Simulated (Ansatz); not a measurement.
# Gap against volume in glassy 60SiO2-30Al2O3-5Li2O-5TiO2 (mol %) (72 atoms)

Density of this cell: 2.79 g/cm³. The cell holds 72 atoms: 12 Si, 12 Al, 2 Li, 1 Ti and 45 O. Cell: a = 9.692 Å, b = 9.308 Å, c = 9.528 Å, α = 92.4°, β = 90.3°, γ = 89.3°. The starting structure: 72 atoms (12 Si, 12 Al, 2 Li, 1 Ti, 45 O) placed at random at 2.57 g/cm³, melted at 4000 K for 10 ps at fixed volume with the Morse and Coulomb pair potential with partial charges (Pedone, Malavasi, Menziani, Cormack and Segre, J. Phys. Chem. B 110, 11780 (2006)). Quenched from 4000 K to 300 K at 20 K/ps and fixed volume, held 10 ps at zero pressure.

Calculated with Ansatz 0.2.0: Kohn-Sham DFT, LDA, PAW (set soft_2), plane waves; cutoff 420 eV, Γ point, fermi-dirac smearing of 0.025 eV. The relaxed cell was scaled evenly and the atoms were relaxed at each volume. The gap is that between the highest filled and the lowest empty Kohn-Sham level on the run's k-points.

```
volume (Å³/atom)  gap (eV)
          10.733               2.428
          11.210                   ?
          11.568               2.403
          11.926               2.367
          12.283               2.531
          12.641               2.590
```

**Question.** Fit a straight line in ln V to the rows given and interpolate to the withheld row.

**Working.**

A volume deformation potential makes the spacing linear in u = ln(V/V0), with V0 = 11.926 Å³ the relaxed volume; v is the spacing.

```
u = ln(V/V0)  v (eV)
   -0.105359  2.4282
  -0.0304593  2.4033
           0  2.3668
   0.0295585  2.5311
   0.0582675  2.5897
```

With n = 5: mean u = -0.00959851, mean v = 2.46382, Σ(u − ū)² = 0.015836, Σ(u − ū)(v − v̄) = 0.014920. Slope b = 0.014920 / 0.015836 = 0.94211; intercept a = v̄ − b ū = 2.4729.

At the withheld volume u = -0.06188, and v = a + b u.

Prediction at 11.210: 2.415 eV. The run gave 2.503 eV, so the fit is low by 0.089 eV (3.5 % of the value).

The rows follow a line only loosely (correlation 0.52 in size over all rows, under the 0.97 asked here), so the slope of +0.94 eV is a mean trend and no deformation potential. Among the rows given, the largest miss of the fit is at 11.926, by 0.11 eV (48 % of the range of the table).

Limits: The table spans 16 % in volume, wide for a linear law. Local or semilocal functionals tend to put gaps under measured ones. Only the Γ point is sampled. Atoms move by up to 0.9 Å in these relaxations, so the structure changes along the series. Defect or tail levels can set the spacing of a disordered cell.

[Logs are printed without paths, hosts, clocks, repeated set-up lines and the standing remarks that a program may print on its own settings, such as how far it seeks lower states.]

[Hosts, paths, dates, database ids (printed as entryN), source tags and the programs' standing remarks are cut or masked in the printed files.]
